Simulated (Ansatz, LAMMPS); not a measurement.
## Glassy 85GeO2-15Li2O (mol %) (78 atoms): a short ab initio trajectory

How do the atoms of glassy 85GeO2-15Li2O (mol %) (78 atoms) move, and what local order do they keep?

Calculated with Ansatz 0.2.0; Kohn-Sham DFT, RPBE, PAW (set soft_2), plane waves.

### Step 1. The starting structure

The cell holds 78 atoms: 22 Ge, 8 Li and 48 O. Its edges and angles: a = 10.441 Å, b = 10.441 Å, c = 10.441 Å, α = 90.0°, β = 90.0°, γ = 90.0°. 78 atoms (22 Ge, 8 Li, 48 O) placed at random at 3.6 g/cm³, melted at 4000 K for 10 ps at fixed volume with the Morse and Coulomb pair potential with partial charges (Pedone, Malavasi, Menziani, Cormack and Segre, J. Phys. Chem. B 110, 11780 (2006)). Quenched from 4000 K to 300 K at 1000 K/ps and fixed volume, held 10 ps at zero pressure.

Before any run, some limits are plain. The quench rate of 1000 K/ps is many orders above laboratory rates, so the cell is likely richer in defects and strain than a real sample. The starting topology of bonds comes from the classical model. The Brillouin zone is sampled at Γ only, in a cell whose shortest periodic width is 10 Å.

### Step 2. Dynamics started at 300 K

Without a thermostat the total energy must stay constant, which tests forces and time step. The time step is 1.0 fs.

input.yaml reads:

```yaml
crystal:
  lattice:
    - [10.44088, 0.0, 0.0]
    - [0.0, 10.44088, 0.0]
    - [0.0, 0.0, 10.44088]
  atoms:
    - { symbol: Ge, position: [0.6276, 0.64657, 0.38233] }
    - { symbol: Ge, position: [0.27672, 0.79771, 0.48986] }
    - { symbol: Ge, position: [0.04704, 0.15502, 0.70237] }
    - { symbol: Ge, position: [0.44524, 0.46582, 0.56565] }
    [... 68 atom lines left out ...]
    - { symbol: O, position: [0.3028, 0.88681, 0.12291] }
    - { symbol: O, position: [0.88327, 0.30564, 0.37787] }
    - { symbol: O, position: [0.54167, 0.3272, 0.53531] }
    - { symbol: O, position: [0.72295, 0.21036, 0.93043] }
    - { symbol: O, position: [0.49109, 0.46852, 0.99737] }
    - { symbol: O, position: [0.44363, 0.10612, 0.04543] }
kpoints:
  mp_grid: { grid: [1, 1, 1] }
hamiltonian:
  xc: rpbe
scf:
  occupations: { method: gaussian, width: 0.05 }
output:
  forces: true
md:
  timestep: 1.0
  n_steps: 214
  ensemble: nve
  temperature: 300
  initial_velocities: maxwell_boltzmann
  seed: 8061
```

Run with:

```
ansatz run input.yaml --threads 4 --pin off --max-ram 8192MiB --backend cpu --events-out ev --progress --plain --runs-dir out
```

The job ended after 22 min (4 threads of Arm Neoverse V2, shared host; peak memory 1.6 GiB).

The program notes that it switched symmetry off.

Rows from the run:

| time (fs) | T (K) | potential (meV/atom) | conserved (meV/atom) |
| --- | --- | --- | --- |
| 0.0 | 300 | 0.0 | 0.00 |
| 14.0 | 794 | -63.1 | -0.11 |
| 29.0 | 756 | -58.3 | -0.08 |
| 43.0 | 520 | -28.1 | -0.05 |
| 57.0 | 708 | -52.2 | -0.08 |
| 71.0 | 794 | -63.1 | -0.11 |
| 86.0 | 643 | -43.8 | -0.09 |
| 100.0 | 708 | -52.1 | -0.08 |
| 114.0 | 751 | -57.6 | -0.10 |
| 128.0 | 621 | -41.0 | -0.05 |
| 143.0 | 810 | -65.2 | -0.08 |
| 157.0 | 716 | -53.1 | -0.09 |
| 171.0 | 695 | -50.5 | -0.07 |
| 185.0 | 847 | -70.0 | -0.12 |
| 200.0 | 651 | -44.9 | -0.08 |
| 214.0 | 764 | -59.3 | -0.09 |

Mean square displacement from the first frame to the last: Ge 0.12 Å², Li 0.36 Å², O 0.31 Å².

Table of mean square displacement by time lag:

| time lag (fs) | Ge (Å²) | Li (Å²) | O (Å²) |
| --- | --- | --- | --- |
| 1.0 | 2.2e-5 | 2.1e-4 | 1.2e-4 |
| 5.0 | 5.4e-4 | 0.00528 | 0.00292 |
| 9.0 | 0.00173 | 0.0168 | 0.00913 |
| 14.0 | 0.00402 | 0.0389 | 0.0205 |
| 23.0 | 0.00974 | 0.0928 | 0.0451 |
| 27.0 | 0.0126 | 0.119 | 0.0555 |
| 31.0 | 0.0156 | 0.146 | 0.0647 |
| 36.0 | 0.0191 | 0.176 | 0.0743 |
| 40.0 | 0.0219 | 0.198 | 0.0805 |
| 45.0 | 0.0251 | 0.221 | 0.0865 |
| 49.0 | 0.0275 | 0.236 | 0.0903 |
| 58.0 | 0.0327 | 0.259 | 0.0969 |
| 62.0 | 0.0349 | 0.265 | 0.0994 |
| 67.0 | 0.0378 | 0.271 | 0.102 |
| 71.0 | 0.0402 | 0.275 | 0.105 |
| 76.0 | 0.0433 | 0.280 | 0.109 |
| 80.0 | 0.0460 | 0.285 | 0.113 |
| 84.0 | 0.0488 | 0.290 | 0.117 |
| 93.0 | 0.0552 | 0.303 | 0.131 |
| 98.0 | 0.0588 | 0.313 | 0.141 |
| 102.0 | 0.0615 | 0.321 | 0.149 |
| 107.0 | 0.0647 | 0.333 | 0.159 |

Over the second half of 214 fs the temperature averages 729 K with swings of 82 K r.m.s. The conserved energy stays within 0.14 meV/atom. From first frame to last Li has the largest mean square displacement, 0.36 Å² at the end; the farthest move is 1.14 Å. The mean temperature of 729 K lies well off the 300 K of the input: without a thermostat, the energy that the start releases heats the cell. The count of bonds goes from 114 in the first frame to 118 in the last, by one set of cutoffs: 3 pairs passed out of them and 7 came within. The run spans 0.21 ps, too short for its means to be equilibrium values.

### Step 3. Structure statistics late in the run

The g(r) is a mean over the second half; what follows it is taken at the last frame.

Density 3.53 g/cm³, 14.59 Å³ an atom.

Mean of 13 frames. Pair distribution functions g(r), in bins of 0.2 Å:

| r (Å) | total | O-O | O-Ge | O-Li | Ge-Ge | Ge-Li | Li-Li |
| --- | --- | --- | --- | --- | --- | --- | --- |
| 1.60 | 0.37 | 0.00 | 1.00 | 0.13 | 0.00 | 0.00 | 0.00 |
| 1.80 | 3.39 | 0.00 | 8.96 | 2.23 | 0.00 | 0.00 | 0.00 |
| 2.00 | 0.93 | 0.00 | 1.62 | 2.93 | 0.00 | 0.00 | 0.00 |
| 2.20 | 0.25 | 0.00 | 0.17 | 1.55 | 0.00 | 0.00 | 0.00 |
| 2.40 | 0.16 | 0.10 | 0.01 | 0.87 | 0.00 | 0.00 | 0.56 |
| 2.60 | 0.43 | 0.86 | 0.05 | 0.53 | 0.00 | 0.11 | 1.32 |
| 2.80 | 1.11 | 2.51 | 0.13 | 0.41 | 0.00 | 0.82 | 1.39 |
| 3.00 | 1.49 | 3.03 | 0.10 | 0.56 | 0.70 | 2.85 | 1.83 |
| 3.20 | 1.17 | 1.52 | 0.40 | 0.54 | 2.95 | 2.56 | 0.42 |
| 3.40 | 1.12 | 0.98 | 0.67 | 0.99 | 3.15 | 2.33 | 1.05 |
| 3.60 | 0.85 | 0.68 | 0.91 | 1.15 | 0.58 | 1.31 | 0.86 |
| 3.80 | 0.82 | 0.60 | 1.18 | 0.95 | 0.08 | 0.91 | 0.54 |
| 4.00 | 1.01 | 0.58 | 1.51 | 1.29 | 0.67 | 0.75 | 0.62 |
| 4.20 | 1.05 | 0.59 | 1.51 | 1.40 | 0.79 | 0.89 | 0.85 |
| 4.40 | 1.15 | 0.65 | 1.71 | 1.46 | 0.99 | 0.82 | 0.45 |
| 4.60 | 1.07 | 0.71 | 1.48 | 1.33 | 0.86 | 0.89 | 0.41 |
| 4.80 | 1.01 | 0.95 | 1.02 | 1.23 | 1.06 | 0.82 | 0.66 |
| 5.00 | 0.95 | 1.17 | 0.80 | 0.82 | 0.79 | 0.99 | 0.74 |

Bonds by pair of elements; cutoffs follow the first minimum of g(r), held within bounds set by covalent radii, and pairs that aren't listed don't count as bonded:

| pair A-B | cutoff (Å) | bonds | mean length (Å) | spread (Å) | shortest (Å) | B about A | A about B |
| --- | --- | --- | --- | --- | --- | --- | --- |
| O-Ge | 2.27 | 91 | 1.83 | 0.099 | 1.64 | 1.90 | 4.14 |
| O-Li | 2.52 | 27 | 2.04 | 0.162 | 1.74 | 0.562 | 3.38 |

How many atoms have how many bonded neighbours:

| element | mean | 2 | 3 | 4 | 5 |
| --- | --- | --- | --- | --- | --- |
| Ge | 4.14 | 0 | 0 | 19 | 3 |
| Li | 3.38 | 1 | 3 | 4 | 0 |
| O | 2.46 | 28 | 18 | 2 | 0 |

Bond angles, per cent of each kind in bins of 5°:

| angle (°) | O-Ge-O | Ge-O-Li | Ge-O-Ge | O-Li-O |
| --- | --- | --- | --- | --- |
| 70–75 | 0.7 | 0.0 | 0.0 | 5.9 |
| 75–80 | 1.4 | 0.0 | 0.0 | 5.9 |
| 80–85 | 0.7 | 2.2 | 0.0 | 2.9 |
| 85–90 | 4.2 | 4.4 | 0.0 | 2.9 |
| 90–95 | 5.6 | 6.7 | 0.0 | 0.0 |
| 95–100 | 11.1 | 15.6 | 0.0 | 20.6 |
| 100–105 | 12.5 | 8.9 | 4.7 | 5.9 |
| 105–110 | 20.8 | 4.4 | 0.0 | 14.7 |
| 110–115 | 18.8 | 8.9 | 4.7 | 8.8 |
| 115–120 | 11.1 | 17.8 | 14.0 | 5.9 |
| 120–125 | 6.9 | 8.9 | 14.0 | 5.9 |
| 125–130 | 2.8 | 2.2 | 9.3 | 5.9 |
| 130–135 | 1.4 | 6.7 | 34.9 | 5.9 |
| 135–140 | 0.0 | 4.4 | 7.0 | 2.9 |
| 140–145 | 0.0 | 2.2 | 0.0 | 0.0 |
| 145–150 | 0.0 | 6.7 | 4.7 | 2.9 |
| 150–155 | 0.0 | 0.0 | 7.0 | 0.0 |
| 155–160 | 0.7 | 0.0 | 0.0 | 0.0 |
| 160–165 | 0.7 | 0.0 | 0.0 | 0.0 |
| 165–170 | 0.0 | 0.0 | 0.0 | 0.0 |
| 170–175 | 0.7 | 0.0 | 0.0 | 0.0 |
| 175–180 | 0.0 | 0.0 | 0.0 | 2.9 |

Bond angles (no mean is given where the spread exceeds 20°):

| angle | count | mean (°) | spread (°) |
| --- | --- | --- | --- |
| O-Ge-O | 144 | 108 | 13.9 |
| Ge-O-Li | 45 | 113 | 17.2 |
| Ge-O-Ge | 43 | 129 | 11.4 |
| O-Li-O | 34 | - | - |
| Li-O-Li | 6 | - | - |

Oxygen atoms by the number of network formers (Si, P, Ge, B, Al, As, Ga) bound to them:

| network formers bound to O | O atoms | per cent |
| --- | --- | --- |
| 0 | 0 | 0 |
| 1 | 5 | 10.4 |
| 2 | 43 | 89.6 |

Network units: each former by its oxygen neighbours and how many of them bridge to another former:

| former | O neighbours | bridging O | atoms |
| --- | --- | --- | --- |
| Ge | 4 | 2 | 1 |
| Ge | 4 | 3 | 3 |
| Ge | 4 | 4 | 15 |
| Ge | 5 | 5 | 3 |

Bond length by coordination (bonds to H left out):

| element | coordination | atoms | mean bond length (Å) |
| --- | --- | --- | --- |
| Ge | 4 | 19 | 1.82 |
| Ge | 5 | 3 | 1.91 |
| Li | 2 | 1 | 1.96 |
| Li | 3 | 3 | 1.98 |
| Li | 4 | 4 | 2.08 |
| O | 2 | 28 | 1.82 |
| O | 3 | 18 | 1.92 |
| O | 4 | 2 | 1.97 |

Rings of the network by King's shortest-path rule, up to 12 atoms, one path for each pair of neighbours; H, halogens, alkali and alkaline-earth atoms are left out, and the last column divides by all other atoms, bonded or not:

| ring size (atoms) | rings | per network atom |
| --- | --- | --- |
| 6 | 2 | 0.029 |
| 8 | 6 | 0.086 |
| 10 | 5 | 0.071 |
| 12 | 6 | 0.086 |

For some of the pairs, g(r) has its first main peak near 2.9 Å (O-O), 1.8 Å (O-Ge), 2.0 Å (O-Li), 3.3 Å (Ge-Ge) and 3.0 Å (Ge-Li). With the cutoffs above, 86 % of Ge atoms have 4, 50 % of Li atoms have 4 and 58 % of O atoms have 2 bonded neighbours. The O-Ge-O angle averages 108° with a spread of 14°. 90 % of the oxygens bridge two formers (Ge) and 10 % are non-bridging. The commonest Ge unit has 4 oxygens, 4 of them shared with other formers (15 of 22 atoms). Rings of 8 and 12 atoms are the most common (32 % each of those counted); sizes run from 6 to 12, where the search stops.

### Step 4. Single point at the last frame

The last frame is solved once more, with the analyses that the dynamics left out.

input.yaml reads:

```yaml
crystal:
  lattice:
    - [10.44088, 0.0, 0.0]
    - [0.0, 10.44088, 0.0]
    - [0.0, 0.0, 10.44088]
  atoms:
    - { symbol: Ge, position: [0.69082, 0.64977, 0.38545] }
    - { symbol: Ge, position: [0.24444, 0.78468, 0.4846] }
    - { symbol: Ge, position: [0.04507, 0.16068, 0.72122] }
    - { symbol: Ge, position: [0.45687, 0.48734, 0.55245] }
    [... 68 atom lines left out ...]
    - { symbol: O, position: [0.30967, 0.86221, 0.10801] }
    - { symbol: O, position: [0.90304, 0.29071, 0.42411] }
    - { symbol: O, position: [0.5114, 0.31709, 0.51449] }
    - { symbol: O, position: [0.69477, 0.18425, 0.93187] }
    - { symbol: O, position: [0.53587, 0.49923, 0.98491] }
    - { symbol: O, position: [0.44319, 0.11416, 0.03866] }
kpoints:
  mp_grid: { grid: [1, 1, 1] }
hamiltonian:
  xc: rpbe
scf:
  occupations: { method: gaussian, width: 0.05 }
output:
  forces: true
  stress: true
  populations: true
  dos:
    method: { smearing: { sigma: 0.08 } }
    de: 0.1
    projected: { site_lists: { Ge: [Ge], Li: [Li], O: [O] } }
  eigenvalues: true
  write_density: true
  write_potential: true
  volumetric_format: npy
  elf: true
```

Wall time 20 s (4 threads); peak memory 1.5 GiB; 74 s of CPU time.

Read from the output:

```yaml
free_energy: -123581.7416 eV
free_energy_per_atom: -1584.3813 eV/atom
scf_cycles: 11
pressure: -1.076 GPa
r_m_s_force_component: 1.024 eV/Å
longest_force: 3.871 eV/Å
fermi_energy: 4.632 eV
spacing_of_highest_filled_and_lowest_empty_level: 1.183 eV
spilling_of_the_projection: 0.005343
```

Neighbours are counted within 2.27 Å (O-Ge), 2.52 Å (O-Li), the cutoffs taken from the dynamics.

Length of the force by element and coordination:

| element | coordination | atoms | mean length of the force (eV/Å) | spread | least | most |
| --- | --- | --- | --- | --- | --- | --- |
| Ge | all | 22 | 2.10 | 0.942 | 0.759 | 3.87 |
| Ge | 4 | 19 | 2.19 | 0.963 | 0.759 | 3.87 |
| Ge | 5 | 3 | 1.56 | 0.547 | 1.01 | 2.31 |
| Li | all | 8 | 0.661 | 0.349 | 0.301 | 1.29 |
| Li | 2 | 1 | 0.514 | 0 | 0.514 | 0.514 |
| Li | 3 | 3 | 0.727 | 0.413 | 0.301 | 1.29 |
| Li | 4 | 4 | 0.647 | 0.326 | 0.399 | 1.19 |
| O | all | 48 | 1.42 | 0.757 | 0.365 | 3.10 |
| O | 2 | 28 | 1.28 | 0.736 | 0.365 | 3.10 |
| O | 3 | 18 | 1.61 | 0.722 | 0.572 | 2.95 |
| O | 4 | 2 | 1.59 | 0.915 | 0.677 | 2.51 |

Löwdin charges by element and coordination (they lack the spilled electrons, 0.042 e an atom on average):

| element | coordination | atoms | mean charge (e) | spread | least | most |
| --- | --- | --- | --- | --- | --- | --- |
| Ge | all | 22 | 1.51 | 0.0331 | 1.45 | 1.59 |
| Ge | 4 | 19 | 1.51 | 0.0354 | 1.45 | 1.59 |
| Ge | 5 | 3 | 1.52 | 0.0092 | 1.51 | 1.53 |
| Li | all | 8 | 0.805 | 0.0162 | 0.786 | 0.841 |
| Li | 2 | 1 | 0.841 | 0 | 0.841 | 0.841 |
| Li | 3 | 3 | 0.809 | 0.0074 | 0.799 | 0.815 |
| Li | 4 | 4 | 0.793 | 0.0049 | 0.786 | 0.798 |
| O | all | 48 | -0.758 | 0.066 | -1.00 | -0.674 |
| O | 2 | 28 | -0.725 | 0.0359 | -0.837 | -0.674 |
| O | 3 | 18 | -0.794 | 0.0565 | -0.969 | -0.708 |
| O | 4 | 2 | -0.904 | 0.0988 | -1.00 | -0.805 |

States in the cell by windows of 1 eV, zero at the Fermi level; the larger projections on atomic orbitals stand beside the total:

| from (eV) | to (eV) | total | O p | Ge p | Ge s | O s |
| --- | --- | --- | --- | --- | --- | --- |
| -18 | -17 | 19.9 | 0.2 | 2.5 | 0.4 | 16.0 |
| -17 | -16 | 5.0 | 0.1 | 0.5 | 0.2 | 4.0 |
| -16 | -11 | 0.0 | 0.0 | 0.0 | 0.0 | 0.0 |
| -11 | -10 | 6.1 | 3.3 | 0.2 | 2.3 | 0.2 |
| -10 | -9 | 10.6 | 5.8 | 0.5 | 3.5 | 0.7 |
| -9 | -8 | 15.4 | 8.7 | 1.1 | 4.3 | 1.2 |
| -8 | -7 | 8.8 | 5.3 | 0.9 | 1.8 | 0.8 |
| -7 | -6 | 21.4 | 15.3 | 4.8 | 0.5 | 0.5 |
| -6 | -5 | 30.9 | 22.8 | 5.9 | 0.6 | 1.1 |
| -5 | -4 | 37.8 | 30.9 | 4.2 | 0.5 | 1.5 |
| -4 | -3 | 54.2 | 49.1 | 2.5 | 0.3 | 1.2 |
| -3 | -2 | 64.8 | 61.8 | 1.3 | 0.2 | 0.6 |
| -2 | -1 | 32.6 | 31.3 | 0.5 | 0.1 | 0.2 |
| -1 | 0 | 5.3 | 5.0 | 0.2 | 0.0 | 0.0 |
| 0 | 1 | 2.0 | 0.6 | 0.0 | 0.7 | 0.3 |
| 1 | 2 | 4.0 | 1.4 | 0.4 | 1.6 | 0.4 |
| 2 | 3 | 12.3 | 4.3 | 1.6 | 4.7 | 1.2 |
| 3 | 4 | 12.6 | 4.1 | 2.1 | 4.6 | 1.2 |
| 4 | 5 | 13.1 | 3.8 | 3.2 | 4.0 | 1.0 |

The curve was stored every 0.10 eV, coarse against its broadening of 0.08 eV, so these counts are rough.

Between -26 and -18 eV lie 290 more states.

The levels nearest the highest filled one (over half full), pooled over k-points and spins:

| level less the highest filled one (eV) | occupation |
| --- | --- |
| -0.680 | 2 |
| -0.612 | 2 |
| -0.484 | 2 |
| -0.391 | 2 |
| -0.0454 | 2 |
| 0 | 2 |
| 1.18 | 0 |
| 2.36 | 0 |
| 2.45 | 0 |
| 2.76 | 0 |
| 2.97 | 0 |
| 3.03 | 0 |

Mean Löwdin charges: Ge +1.51, Li +0.81, O -0.76 e (they miss 0.53 % of the electrons, so they add up to more than the cell's charge). The largest share in the top eV of filled states is O p (96 % of the projected weight), and in the lowest eV of empty states Ge s (37 % of the projected weight).

### Step 5. Results

- mean temperature, second half: 728.7 K
- temperature swing, second half: 82.15 K
- slope of the conserved energy against time, by least squares: 0.0052 meV/atom/ps
- free energy per atom: -1584.3813 eV/atom
- pressure: -1.076 GPa
- r.m.s. force component: 1.024 eV/Å
- gap (highest filled to lowest empty level): 1.183 eV
- wall time of the 2 DFT runs: 22 min

**Reading.** Over the second half of 214 fs the temperature averages 729 K with swings of 82 K r.m.s. The conserved energy stays within 0.14 meV/atom. The mean temperature of 729 K lies well off the 300 K of the input: without a thermostat, the energy that the start releases heats the cell. The count of bonds goes from 114 in the first frame to 118 in the last, by one set of cutoffs: 3 pairs passed out of them and 7 came within. The run spans 0.21 ps, too short for its means to be equilibrium values. With the cutoffs above, 86 % of Ge atoms have 4, 50 % of Li atoms have 4 and 58 % of O atoms have 2 bonded neighbours. 90 % of the oxygens bridge two formers (Ge) and 10 % are non-bridging.

Between filled and empty levels lie 1.18 eV (at Γ alone); a semilocal functional tends to put such gaps too low. In a disordered cell it changes from sample to sample, and tail or defect levels can set it.

What to keep in mind: The starting topology of bonds comes from the classical model; in DFT 3 of its 114 bonded pairs passed out of the cutoffs and 7 came within them. The pressure of a single frame lacks the kinetic term, about 0.69 GPa here.

[Logs are printed without paths, hosts, clocks, repeated set-up lines and the standing remarks that a program may print on its own settings, such as how far it seeks lower states.]

[Hosts, paths, dates, database ids (printed as entryN), source tags and the programs' standing remarks are cut or masked in the printed files.]
